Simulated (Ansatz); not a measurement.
# Surface energy of Ta(100) slab (32 atoms)

What is the surface energy of this cell, counted against the bulk crystal, and how far does it hang on functional and mesh?

Calculated with Ansatz 0.2.0: Kohn-Sham DFT, PBE, PAW (set soft_2), plane waves; cutoff 420 eV, fermi-dirac smearing of 0.1 eV. Cutoffs: 420 eV for PBE and PBEsol; 500 eV for r2SCAN.

**The cells**

The cell holds 32 atoms: 32 Ta. Cell: a = 6.640 Å, b = 6.640 Å, c = 26.620 Å, α = 90.0°, β = 90.0°, γ = 90.0°. It derives from Ta. The starting structure: Slab of Ta cut on (1 0 0), 11.6 Å thick, 2 x 2 surface cells, both faces free, 15 Å of vacuum; not relaxed. Lattice constants are starting values near those of PBE. Vacuum lies along c.

The bulk reference is Ta2 in a cell of 2 atoms, 18.297 Å³ an atom.

The input of the single point on the relaxed cell:

```yaml
crystal:
  lattice:
    - [6.64, 0.0, 0.0]
    - [0.0, 6.64, 0.0]
    - [0.0, 0.0, 26.62]
  atoms:
    - { symbol: Ta, position: [0.25, 0.25, 0.28896] }
    - { symbol: Ta, position: [1.0, 1.0, 0.34306] }
    - { symbol: Ta, position: [0.25, 0.25, 0.40554] }
    - { symbol: Ta, position: [0.0, 0.0, 0.46965] }
    [... 26 atom lines left out ...]
    - { symbol: Ta, position: [0.75, 0.75, 0.65694] }
    - { symbol: Ta, position: [0.5, 0.5, 0.71104] }
kpoints:
  mp_grid: { grid: [5, 5, 1] }
hamiltonian:
  xc: pbe
scf:
  occupations: { method: fermi_dirac, width: 0.1 }
output:
  forces: true
  populations: true
  dos:
    method: { smearing: { sigma: 0.08 } }
    de: 0.1
    projected: { site_lists: { Ta: [Ta] } }
  eigenvalues: true
  write_density: true
  write_potential: true
  volumetric_format: npy
```

```
        cell  formula                    k-mesh  relaxation steps  gain on relaxing (eV)  free energy, PBE (eV)  time of its runs on this page
Ta(100) slab     Ta32  5×5×1 (relaxed on 4×4×1)                 5                   1.35            -317818.881                           20 s
     bulk Ta      Ta2                  17×17×17                 -                      -             -19864.546                          5.7 s
```

**Surface energy**

The excess is the cell's free energy less 16 times that of the bulk cell. It is divided by twice the area, as the cell holds two faces, so the value is their mean, and they need not be alike (44.09 Å²), with 1 eV/Å² = 16.022 J/m².

| level | k-mesh | excess (eV) | surface energy (J/m²) | per area (meV/Å²) |
| --- | --- | --- | --- | --- |
| PBE | 5×5×1 | 13.848 | 2.516 | 157.0 |
| PBE, denser mesh | 7×7×1 | 13.876 | 2.521 | 157.4 |
| r2SCAN | 5×5×1 | 14.809 | 2.691 | 167.9 |
| PBEsol | 5×5×1 | 15.133 | 2.750 | 171.6 |

Worked for the first row at PBE: (-317818.881) − 16 × (-19864.546) = 13.848 eV (from unrounded energies).

Then 13.848 / (2 × 44.09) × 16.022 = 2.516 J/m².

**Findings**

At PBE the surface energy is 2.52 J/m². At the same geometries the levels give 2.52 (PBE) to 2.75 J/m² (PBEsol) and the denser mesh leaves it within 0.01 J/m². Relaxing the atoms lowered it by 0.246 J/m² from the start (on the 4×4×1 mesh of the relaxation), and the farthest atom moved 0.19 Å.

Limits: The cell edges were held, so the lattice is the typed one for every functional. Cell and bulk are sampled on unlike meshes, and the error grows with the number of atoms subtracted. These are free energies under a smearing of 0.1 eV, whose entropy term isn't removed. Spin–orbit coupling is left out, which matters for the levels of the heavy elements. In some runs the program notes that the exchange-correlation potential is rough where the density is thin.

[Logs are printed without paths, hosts, clocks, repeated set-up lines and the standing remarks that a program may print on its own settings, such as how far it seeks lower states.]

[Hosts, paths, dates, database ids (printed as entryN), source tags and the programs' standing remarks are cut or masked in the printed files.]
